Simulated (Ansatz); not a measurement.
# TiO2(101) slab with HCOO (88 atoms): repeated cells from small to large

Wanted: cost and convergence against size for TiO2(101) slab with HCOO (88 atoms).

Method: Kohn-Sham DFT, PBE+D4, PAW (set soft_2), plane waves, in Ansatz 0.2.0.

**1. Starting point**

The cell holds 88 atoms: 24 Ti, 56 O, 4 C and 4 H. Its edges and angles: a = 11.355 Å, b = 10.239 Å, c = 23.509 Å, α = 90.0°, β = 90.0°, γ = 90.0°. It derives from TiO2 (anatase). Anatase TiO2 (cell 3.785, 3.785, 9.514, 90, 90, 90), (101) slab of 2 repeat layers, 3 x 1 surface cells, 14 Å of vacuum; atoms within 2.11 Å of the bottom held; 4 HCOO on bridge sites; displaced by a Gaussian of 0.03 Å. Regions: slab, 72 atoms (24 Ti and 48 O); HCOO adsorbates, 16 atoms (4 C, 8 O and 4 H). Vacuum lies along c.

Before any run, some limits are plain. Beside vacuum, support functions can miss their usual error bounds without a warning. The main run has no spin polarisation, so moments on Ti can't form in it, and no Hubbard term.

**2. Plane waves, typed cell on a dense mesh**

The typed cell on a k-mesh is the yardstick: it samples like Γ on the cell repeated as often as the mesh has points along each axis. Its own convergence isn't tested.

File input.yaml:

```yaml
crystal:
  lattice:
    - [11.355, 0.0, 0.0]
    - [0.0, 10.23926, 0.0]
    - [0.0, 0.0, 23.509]
  atoms:
    - { symbol: Ti, position: [0.00833, 0.08578, 0.32932] }
    - { symbol: Ti, position: [0.16524, 0.57716, 0.32928] }
    - { symbol: Ti, position: [0.16736, 0.29312, 0.36578] }
    - { symbol: Ti, position: [0.00157, 0.79177, 0.36864] }
    - { symbol: O, position: [0.00042, 0.26355, 0.35984] }
    - { symbol: O, position: [0.16239, 0.75905, 0.35776] }
    - { symbol: O, position: [0.16903, 0.47315, 0.39729] }
    - { symbol: O, position: [0.99749, 0.97809, 0.39785] }
    - { symbol: O, position: [0.99945, 0.61603, 0.33545] }
    - { symbol: O, position: [0.1701, 0.12003, 0.33615] }
    - { symbol: O, position: [0.1675, 0.39755, 0.29584] }
    - { symbol: O, position: [0.99895, 0.90216, 0.29794] }
    - { symbol: Ti, position: [0.002, 0.94164, 0.47914] }
    - { symbol: Ti, position: [0.16849, 0.44159, 0.47826] }
    - { symbol: Ti, position: [0.16672, 0.15985, 0.51426] }
    - { symbol: Ti, position: [0.9981, 0.65258, 0.51699] }
    - { symbol: O, position: [0.002, 0.12061, 0.51009] }
    - { symbol: O, position: [0.1673, 0.6195, 0.51034] }
    - { symbol: O, position: [0.16785, 0.33768, 0.54796] }
    - { symbol: O, position: [0.99672, 0.83597, 0.54597] }
    - { symbol: O, position: [0.99696, 0.48282, 0.48561] }
    - { symbol: O, position: [0.1705, 0.9848, 0.48422] }
    - { symbol: O, position: [0.16816, 0.26585, 0.44669] }
    - { symbol: O, position: [0.00313, 0.76679, 0.44833] }
    - { symbol: Ti, position: [0.33427, 0.07542, 0.32815] }
    - { symbol: Ti, position: [0.50168, 0.5879, 0.32761] }
    - { symbol: Ti, position: [0.50024, 0.29273, 0.36704] }
    - { symbol: Ti, position: [0.33547, 0.79432, 0.36262] }
    - { symbol: O, position: [0.33406, 0.25757, 0.36015] }
    - { symbol: O, position: [0.49766, 0.76268, 0.36214] }
    - { symbol: O, position: [0.5013, 0.47986, 0.39751] }
    - { symbol: O, position: [0.33361, 0.97591, 0.39679] }
    - { symbol: O, position: [0.32935, 0.61966, 0.33591] }
    - { symbol: O, position: [0.50202, 0.11456, 0.33618] }
    - { symbol: O, position: [0.50127, 0.399, 0.29926] }
    - { symbol: O, position: [0.33477, 0.89907, 0.29697] }
    - { symbol: Ti, position: [0.32996, 0.94423, 0.47913] }
    - { symbol: Ti, position: [0.50099, 0.44714, 0.48078] }
    - { symbol: Ti, position: [0.49904, 0.16355, 0.51388] }
    - { symbol: Ti, position: [0.32981, 0.66017, 0.5197] }
    - { symbol: O, position: [0.33353, 0.12278, 0.50941] }
    - { symbol: O, position: [0.50142, 0.62234, 0.50809] }
    - { symbol: O, position: [0.4989, 0.34065, 0.54465] }
    - { symbol: O, position: [0.33169, 0.84145, 0.54623] }
    - { symbol: O, position: [0.33655, 0.4811, 0.48456] }
    - { symbol: O, position: [0.49961, 0.97871, 0.48371] }
    - { symbol: O, position: [0.49944, 0.25894, 0.44839] }
    - { symbol: O, position: [0.34003, 0.76482, 0.4463] }
    - { symbol: Ti, position: [0.66451, 0.07679, 0.32612] }
    - { symbol: Ti, position: [0.83336, 0.58366, 0.3298] }
    - { symbol: Ti, position: [0.83521, 0.29791, 0.36695] }
    - { symbol: Ti, position: [0.66669, 0.79573, 0.36848] }
    - { symbol: O, position: [0.66676, 0.25779, 0.36084] }
    - { symbol: O, position: [0.83664, 0.76028, 0.36287] }
    - { symbol: O, position: [0.83317, 0.47429, 0.39549] }
    - { symbol: O, position: [0.66782, 0.97656, 0.39807] }
    - { symbol: O, position: [0.66981, 0.61551, 0.33586] }
    - { symbol: O, position: [0.83637, 0.11503, 0.33207] }
    - { symbol: O, position: [0.83326, 0.39596, 0.29828] }
    - { symbol: O, position: [0.66664, 0.90183, 0.29762] }
    - { symbol: Ti, position: [0.66607, 0.94324, 0.47929] }
    - { symbol: Ti, position: [0.83342, 0.44498, 0.48016] }
    - { symbol: Ti, position: [0.83196, 0.16033, 0.51692] }
    - { symbol: Ti, position: [0.67421, 0.65859, 0.51848] }
    - { symbol: O, position: [0.66728, 0.12596, 0.50957] }
    - { symbol: O, position: [0.83725, 0.62521, 0.5102] }
    - { symbol: O, position: [0.83723, 0.33543, 0.5463] }
    - { symbol: O, position: [0.6677, 0.8431, 0.54623] }
    - { symbol: O, position: [0.66567, 0.48337, 0.48473] }
    - { symbol: O, position: [0.83239, 0.98, 0.48671] }
    - { symbol: O, position: [0.83372, 0.26212, 0.44651] }
    - { symbol: O, position: [0.66392, 0.76436, 0.44751] }
    - { symbol: C, position: [0.41419, 0.91072, 0.65522] }
    - { symbol: O, position: [0.33954, 0.83978, 0.63248] }
    - { symbol: O, position: [0.5002, 0.97656, 0.63143] }
    - { symbol: H, position: [0.41286, 0.90722, 0.70106] }
    - { symbol: C, position: [0.00066, 0.97629, 0.6556] }
    - { symbol: O, position: [0.99434, 0.87694, 0.63283] }
    - { symbol: O, position: [0.00058, 0.09423, 0.634] }
    - { symbol: H, position: [0.00613, 0.98426, 0.70475] }
    - { symbol: C, position: [0.08289, 0.54889, 0.62662] }
    - { symbol: O, position: [0.00152, 0.4848, 0.60255] }
    - { symbol: O, position: [0.16381, 0.61587, 0.60143] }
    - { symbol: H, position: [0.08339, 0.55286, 0.67303] }
    - { symbol: C, position: [0.58316, 0.40888, 0.655] }
    - { symbol: O, position: [0.66461, 0.47215, 0.63186] }
    - { symbol: O, position: [0.50279, 0.34394, 0.63195] }
    - { symbol: H, position: [0.58268, 0.415, 0.70056] }
kpoints:
  mp_grid: { grid: [3, 4, 1] }
hamiltonian:
  xc: pbe
  dispersion: d4
scf:
  occupations: { method: gaussian, width: 0.05 }
output:
  forces: true
  populations: true
  dos:
    method: { smearing: { sigma: 0.1 } }
    de: 0.1
    projected:
      site_lists:
        C: [C]
        H: [H]
        O: [O]
        Ti: [Ti]
        slab: [0, 1, 2, 3, 4, 5, 6, 7, 8, 9, 10, 11, 12, 13, 14, 15, 16, 17, 18, 19, 20, 21, 22, 23, 24, 25, 26, 27, 28, 29, 30, 31, 32, 33, 34, 35, 36, 37, 38, 39, 40, 41, 42, 43, 44, 45, 46, 47, 48, 49, 50, 51, 52, 53, 54, 55, 56, 57, 58, 59, 60, 61, 62, 63, 64, 65, 66, 67, 68, 69, 70, 71]
        HCOO_adsorbates: [72, 73, 74, 75, 76, 77, 78, 79, 80, 81, 82, 83, 84, 85, 86, 87]
  eigenvalues: true
```

Command:

```sh
ansatz run input.yaml --threads 5 --pin off --max-ram 81920MiB --backend cuda --events-out ev --progress --plain --runs-dir out
```

Numbers of over 12 decimals in the logs are rounded to 6 here.

Output:

```text
Engine: ansatz 0.2.0, x86_64-unknown-linux-gnu
Pseudopotentials: kind: paw
Pseudopotential: Ti, paw, valence charge 12, recommended cutoff 420 eV (normal), Ti.paw.azcp
Pseudopotential: O, paw, valence charge 6, recommended cutoff 420 eV (normal), O.paw.azcp
Pseudopotential: C, paw, valence charge 4, recommended cutoff 420 eV (normal), C.paw.azcp
Pseudopotential: H, paw, valence charge 1, recommended cutoff 420 eV (normal), H.paw.azcp
[... 5 lines on functional and potentials left out ...]
concurrent solve slots: 4 of 5 are kept, ahead of what memory takes: no pass of the eigensolver takes more rounds on 4
device memory: the entry about to start is reckoned to put 34.2 GiB on a device that reports 78.6 GiB free
GPU FFT provider: cuFFT
GPU libraries: cuBLAS 13.8.2, cuFFT 12.4.0, cuSOLVER 12.3.4
Crystal: 88 atoms, lattice volume = 2733.316 Å³
Basis set: ecut = 420 eV, 53417 PW (Γ), exchange–correlation on 160×144×320 points (8 copies of the dense FFT grid, shifted against one another)
Bands: 410, of which v1, the nominal top of the filled ones, is band 322 counted from 1 (321 counted from 0)
Symmetry: 1 space group operations
Space group: P1 (ITA 1), of the structure as read, at distance tolerance 1.4e-4 Å
k-points: 7 of 12 (time reversal used)
[... 9 lines on functional and potentials left out ...]
Initial density: superposition of atomic densities (neutral atoms: chi_scale 0, normalization atom), corrected by the library's trained network
Initial wavefunctions: pseudopotential atomic-orbital guess
GPU buffer pool allocated for 921600 grid points (all kernels)
GPU transforms: local potential and band sums: pruned to the plane-wave sphere, on 75×72×160
Functional: x = pbe(κ = 0.804, μ = 0.219515), c = pbe(β = 0.066725)
SCF iter   1: F=—  HF=-92914.728242 eV  |F-HF|=—  |Δ(HF+E_count)|=         —  Δρ=1.03e-2  dr2=5.23e0  ethr=1.77e-3  ⟨swp⟩=5.4  Hψ=10364  notcnv=0  defer=402
preconditioner: auto → LDOS  [metal: Δε(μ)=0.029 eV  Ē_g=9.540 eV  σ=0.050 eV  W_gap=0.32  n_scr=460 (ndim 8)  ℏωp=15.1 eV  f_vac=0.611  D(μ)=40.75/eV (n_scr^D=192)  β→1.0]
SCF iter   2: F=—  HF=-92928.097451 eV  |F-HF|=—  |Δ(HF+E_count)|=    1.34e1  Δρ=4.88e-2  dr2=1.39e2  ethr=8.12e-4  ⟨swp⟩=3.0  Hψ=6197  notcnv=0  defer=555  recentre
SCF iter   3: F=—  HF=-92914.870091 eV  |F-HF|=—  |Δ(HF+E_count)|=    1.32e1  Δρ=1.52e-2  dr2=1.16e1  ethr=8.12e-4  ⟨swp⟩=4.0  Hψ=6205  notcnv=0  defer=498
SCF iter   4: F=—  HF=-92914.760867 eV  |F-HF|=—  |Δ(HF+E_count)|=   1.09e-1  Δρ=1.38e-2  dr2=9.56e0  ethr=8.12e-4  ⟨swp⟩=1.0  Hψ=3304  notcnv=0  defer=523
SCF iter   5: F=—  HF=-92914.619707 eV  |F-HF|=—  |Δ(HF+E_count)|=   1.41e-1  Δρ=1.34e-2  dr2=7.53e0  ethr=8.12e-4  ⟨swp⟩=1.7  Hψ=3318  notcnv=0  defer=529
SCF iter   6: F=—  HF=-92914.323817 eV  |F-HF|=—  |Δ(HF+E_count)|=   2.96e-1  Δρ=7.02e-3  dr2=2.37e0  ethr=8.12e-4  ⟨swp⟩=2.1  Hψ=2460  notcnv=0  defer=529
SCF iter   7: F=—  HF=-92914.322080 eV  |F-HF|=—  |Δ(HF+E_count)|=   1.74e-3  Δρ=6.08e-3  dr2=1.79e0  ethr=3.67e-4  ⟨swp⟩=1.0  Hψ=3304  notcnv=0  defer=552
SCF iter   8: F=—  HF=-92914.501877 eV  |F-HF|=—  |Δ(HF+E_count)|=   1.80e-1  Δρ=9.07e-3  dr2=4.23e0  ethr=2.78e-4  ⟨swp⟩=3.0  Hψ=3543  notcnv=0  defer=552  recentre
SCF iter   9: F=—  HF=-92914.375003 eV  |F-HF|=—  |Δ(HF+E_count)|=   1.27e-1  Δρ=7.03e-3  dr2=2.37e0  ethr=2.78e-4  ⟨swp⟩=2.0  Hψ=4536  notcnv=0  defer=553
SCF iter  10: F=—  HF=-92914.296248 eV  |F-HF|=—  |Δ(HF+E_count)|=   7.88e-2  Δρ=4.41e-3  dr2=8.36e-1  ethr=2.78e-4  ⟨swp⟩=2.9  Hψ=2419  notcnv=0  defer=553
[...]
SCF iter  52: F=—  HF=-92914.295937 eV  |F-HF|=—  |Δ(HF+E_count)|=   6.89e-8  Δρ=4.22e-6  dr2=6.93e-7  ethr=1.62e-10  ⟨swp⟩=1.3  Hψ=2311  notcnv=0  defer=552
SCF iter  53: F=—  HF=-92914.295938 eV  |F-HF|=—  |Δ(HF+E_count)|=   8.75e-7  Δρ=3.71e-6  dr2=5.42e-7  ethr=1.08e-10  ⟨swp⟩=2.0  Hψ=2323  notcnv=0  defer=552
SCF iter  54: F=—  HF=-92914.295939 eV  |F-HF|=—  |Δ(HF+E_count)|=   1.35e-6  Δρ=3.24e-6  dr2=4.16e-7  ethr=8.42e-11  ⟨swp⟩=2.0  Hψ=3404  notcnv=0  defer=552
SCF iter  55: F=—  HF=-92914.295939 eV  |F-HF|=—  |Δ(HF+E_count)|=   1.72e-8  Δρ=2.76e-6  dr2=2.64e-7  ethr=6.46e-11  ⟨swp⟩=2.0  Hψ=2675  notcnv=0  defer=552
SCF iter  56: F=—  HF=-92914.295940 eV  |F-HF|=—  |Δ(HF+E_count)|=   5.65e-7  Δρ=2.50e-6  dr2=2.19e-7  ethr=4.10e-11  ⟨swp⟩=2.0  Hψ=2567  notcnv=0  defer=552
SCF iter  57: F=—  HF=-92914.295940 eV  |F-HF|=—  |Δ(HF+E_count)|=   1.27e-7  Δρ=2.39e-6  dr2=1.90e-7  ethr=3.40e-11  ⟨swp⟩=2.0  Hψ=2366  notcnv=0  defer=552
SCF iter  58: F=—  HF=-92914.295940 eV  |F-HF|=—  |Δ(HF+E_count)|=   3.80e-7  Δρ=2.16e-6  dr2=1.65e-7  ethr=2.95e-11  ⟨swp⟩=2.0  Hψ=2543  notcnv=0  defer=552
SCF iter  59: F=—  HF=-92914.295940 eV  |F-HF|=—  |Δ(HF+E_count)|=   1.23e-7  Δρ=1.91e-6  dr2=1.28e-7  ethr=2.56e-11  ⟨swp⟩=2.0  Hψ=2368  notcnv=0  defer=552
SCF iter  60: F=—  HF=-92914.295940 eV  |F-HF|=—  |Δ(HF+E_count)|=   2.44e-7  Δρ=1.76e-6  dr2=1.02e-7  ethr=1.55e-11  ⟨swp⟩=12.4  Hψ=11719  notcnv=0
SCF iter  61: F=-92914.295941 eV  HF=-92914.295940 eV  |F-HF|=1.01e-6  |Δ(HF+E_count)|=   2.84e-7  Δρ=1.51e-6  dr2=7.56e-8  ethr=1.55e-11  ⟨swp⟩=3.0  Hψ=6349  notcnv=0
SCF 1 converged in 61 iterations: F = -92914.295941 eV  dr2 = 7.56e-8
  greatest PAW one-centre occupation: 0.999 electrons in one spin orbital (limit 2), on the Ti atom at site 36 (counted from 0), in its partial waves of l = 0
SCF converged after 61 iterations
Free energy (F): -92914.295941 eV
Harris-Foulkes:  -92914.295940 eV  (|F-HF|=1.01e-6)
Internal energy: -92914.222501 eV  (E = F + TS)
E sigma→0 (E₀):  -92914.259221 eV
Entropy (-TS):   -0.073440 eV (-0.835 meV/atom)
Fermi energy:    -1.429994 eV
--- Per-component energies (eV) ---
  E_band       = -11495.192981
  E_kinetic    = 16707.955693
  E_local      = -590446.729280  (includes V_loc(G=0)·N_el)
  E_nonlocal   = 2879.697641
  E_hartree    = 286931.277549
  E_xc         = -6693.617740
  E_vxc        = -8473.219150  (∫ρ·V_xc dr)
  E_paw        = -34325.917227  (= ΣΔE_a)
  E_vpaw       = -6025.572331  (= ΣTr[D̂ρ^β])
  E_aug_tail   = 0.133887  (compensation charges beyond the density's cutoff)
  E_ewald      = 232044.073961
  E_disp       = -11.096984  (pairwise vdW)
  E_smearing   = -0.073440  (= −TS)
  E_closure    = 0.000000  (closes the sum)
  Σ components = -92914.295941   (vs F -92914.295941, Δ=0.00e0)
--- Forces (eV/Å), atoms counted from 1 ---
  atom   1  Ti    -2.62890677    -4.90449416     1.30594033
  atom   2  Ti    -0.20015821    -3.87476221     1.40082772
  atom   3  Ti     0.29531710     2.59677850    -1.80273361
  atom   4  Ti    -0.07224464     2.84970614    -2.37612809
  atom   5  O      0.72866197    -0.47467116     0.02192357
  atom   6  O      1.04026455    -0.18003891     0.10145923
  atom   7  O     -0.16260404     1.39680948    -0.78727102
  atom   8  O      0.43747993     0.91098331    -0.25425176
  atom   9  O      0.07465728    -0.62955606    -1.10813330
  atom  10  O      0.23344246    -1.16726948    -1.40708796
  atom  11  O     -0.01753786     1.93246111     1.39260236
  atom  12  O      0.35746524     1.78375270     1.31986963
  atom  13  Ti    -0.88435184     0.15347008     0.53564366
  atom  14  Ti     0.22862213    -1.51506991     2.37736603
[...]
atom  87  O     -1.19106979    -0.86818925     1.13958994
  atom  88  H     -0.32459074    -0.24581021     1.55113987
  max |Σ_I F_I| component: 1.27e-4 eV/Å
--- Band table (eV; the first three rows and the last of 7) ---
  k-point 0: bands = ["-59.1280", "-59.1091", "-59.0619", "-58.9362", [... 394 levels ...], "2.3850", "2.3997", "2.4403", "2.5019", "2.5716", "2.6024", "2.6364", "2.7052", "2.7767", "2.8596", "2.9372", "3.0674"]
[...]
--- Löwdin populations: 88 sites ---
  site symbol       q [e]
     0     Ti     10.6125
     1     Ti     10.6075
     2     Ti     10.6802
[...]
87      H      0.7548
  spilling = 0.004602 (of n_electrons = 644.000000)
```

Wall time 17 s (1 × NVIDIA H100 80GB HBM3 with 5 threads of AMD EPYC 7R13 (Zen 3), shared host); peak memory 3.6 GiB.

In the SCF lines HF is the Harris–Foulkes energy and dr2 the Hartree energy of the density residual, in eV; the loop may stop once dr2 is under the threshold and the program's other checks hold. Hψ counts applications of the Hamiltonian.

That memory is the host's; the program planned up to 34.2 GiB on the GPU.

Read from the output:

| Quantity | Value |
| --- | --- |
| free energy | -92914.2959 eV |
| free energy per atom | -1055.8443 eV/atom |
| SCF cycles | 61 |
| r.m.s. force component | 1.544 eV/Å |
| longest force | 9.021 eV/Å |
| Fermi energy | -1.43 eV |
| levels partly filled by over 2 per cent | 26 |
| spilling of the projection | 0.004602 |

The r.m.s. force component of 1.5 eV/Å sets the scale for the differences below.

**3. Plane waves, 88 atoms**

The typed cell is solved at Γ alone, the coarsest sampling of the series.

input.yaml, the sections that differ from step 2:

```yaml
kpoints:
  mp_grid: { grid: [1, 1, 1] }
output:
  forces: true
# crystal, hamiltonian, scf: as in step 2
```

The job ended after 3.6 s (1 × NVIDIA H100 80GB HBM3 with 5 threads; peak memory 1.5 GiB).

That memory is the host's; the program planned up to 5.3 GiB on the GPU.

It converged in 46 SCF cycles; the log is left out.

The energy lies 1.96 meV/atom below the dense-mesh reference.

**4. Support functions, 88 atoms**

The typed cell is solved at Γ alone, now in support functions.

This step: Kohn-Sham DFT, PBE+D4, PAW (set soft_2), localised support functions (medium) (Ansatz 0.2.0).

Edit input.yaml of step 3 so:

```diff
@@ -14,2 +14,5 @@
   occupations: { method: gaussian, width: 0.05 }
+  eigensolver: { kind: { support_functions: { accuracy: medium } } }
+  mixing: { beta: 0.2 }
+  max_iter: 150
 output:
```

Output:

```text
Warning: scf.eigensolver.kind.support_functions: disabling space-group detection — the functions' gradient is summed over unrotated k-points, so no spatial operation reduces the k-mesh or symmetrises the density; time reversal is kept, so that k and −k are solved as one point where they differ and the mesh holds both, and exact exchange and, on two spinor components, a DFT+U term hold to it where the run has them: [...]
Warning: basis.ecutwfc = 464 eV, auto-derived: no grid that the accuracy of the support functions lays serves the files at the lower one that their records recommend; a deck with other species or settings can derive another value
settings of this run that can trade accuracy for cost: scf.eigensolver.kind.support_functions [...]
[...]
GPU FFT provider: cuFFT
GPU libraries: cuBLAS 13.8.2, cuFFT 12.4.0, cuSOLVER 12.3.4
Crystal: 88 atoms, lattice volume = 2733.316 Å³
Basis set: ecut = 464 eV, 61947 PW (Γ), exchange–correlation on 180×150×360 points (8 copies of the dense FFT grid, shifted against one another)
Bands: 387, of which v1, the nominal top of the filled ones, is band 322 counted from 1 (321 counted from 0)
Symmetry: 1 space group operations
k-points: 1
[...]
GPU buffer pool allocated for 1215000 grid points (all kernels)
[...]
SCF iter   1: F=—  HF=-93016.299557 eV  |F-HF|=—  |Δ(HF+E_count)|=         —  Δρ=1.31e-1  dr2=5.22e2  ethr=1.00e-1
[...]
SCF iter  30: F=—  HF=-92914.956202 eV  |F-HF|=—  |Δ(HF+E_count)|=   1.91e-4  Δρ=5.74e-6  dr2=2.67e-6  ethr=1.10e-9  κ⁻¹=4.2e-5(r=7)
SCF iter  31: F=-92914.956430 eV  HF=-92914.956345 eV  |F-HF|=8.50e-5  |Δ(HF+E_count)|=   1.43e-4  Δρ=5.23e-6  dr2=8.77e-7  ethr=4.15e-10
SCF 1 converged in 31 iterations: F = -92914.960867 eV  dr2 = 8.77e-7
[...]
SCF converged after 31 iterations
Stability not checked: this state was not tested for a lower state beside it, because the mixer in use, unlike msr1, does not test its closes by its own steps (another_mixer; see scf.mixing.algorithm and scf.lower_state_search)
Free energy (F): -92914.960867 eV
[...]
Internal energy: -92914.888337 eV  (E = F + TS)
E sigma→0 (E₀):  -92914.924602 eV
Entropy (-TS):   -0.072530 eV (-0.824 meV/atom)
Fermi energy:    -1.431361 eV
[...]
Σ components = -92914.960867   (vs F -92914.960867, Δ=0.00e0)
--- Forces (eV/Å), atoms counted from 1 ---
  atom   1  Ti    -2.62816720    -4.91417867     1.32506590
  atom   2  Ti    -0.17945540    -3.91331819     1.39423568
  atom   3  Ti     0.32303071     2.61803486    -1.81503820
  atom   4  Ti    -0.07423126     2.88826127    -2.39493519
[...]
atom  88  H     -0.32472932    -0.24497243     1.53937626
  max |Σ_I F_I| component: 3.47e-3 eV/Å
--- Band table (eV) ---
[...]
guard bands above this table: 56 of the run's 387 bands (output.publish_guard_bands: true publishes all)
```

Elapsed: 9.7 s, on 1 × NVIDIA H100 80GB HBM3 with 5 threads; peak memory 1.6 GiB; 22 s of CPU time.

That memory is the host's; the program planned up to 5.7 GiB on the GPU.

The program notes that the band table was not solved further than the SCF left it and it switched symmetry off. Further notices: vacuum switching off with vacuum.

The energy lies 7.56 meV/atom below the dense-mesh reference, and 5.6 meV/atom below plane waves of the same size, an offset between the two bases that leaves the sampling error alike.

**5. Plane waves, 176 atoms**

The cell is repeated and solved at Γ in plane waves, whose cost grows towards the cube of the size.

This step: Kohn-Sham DFT, PBE+D4, PAW (set soft_2), plane waves (Ansatz 0.2.0).

input.yaml, the sections that differ from step 4:

```yaml
crystal:
  lattice:
    - [11.355, 0.0, 0.0]
    - [0.0, 10.23926, 0.0]
    - [0.0, 0.0, 23.509]
  atoms:
    [... the 88 atom lines of step 2 ...]
  supercell: [1, 2, 1]
scf:
  occupations: { method: gaussian, width: 0.05 }
# kpoints, hamiltonian, output: as in step 4
```

The job ended after 8.1 s (1 × NVIDIA H100 80GB HBM3 with 5 threads; peak memory 2.1 GiB).

That memory is the host's; the program planned up to 12.3 GiB on the GPU.

The program repeats the typed cell 1×2×1 times, 176 atoms in all; totals in the log are those of the whole repeated cell, and force differences are taken after averaging over the copies of each atom.

It converged in 59 SCF cycles; the log is left out.

The energy lies 0.880 meV/atom below the dense-mesh reference.

(Part 1 of 2 ends here.)

[Logs are printed without paths, hosts, clocks, repeated set-up lines and the standing remarks that a program may print on its own settings, such as how far it seeks lower states.]

[Hosts, paths, dates, database ids (printed as entryN), source tags and the programs' standing remarks are cut or masked in the printed files.]
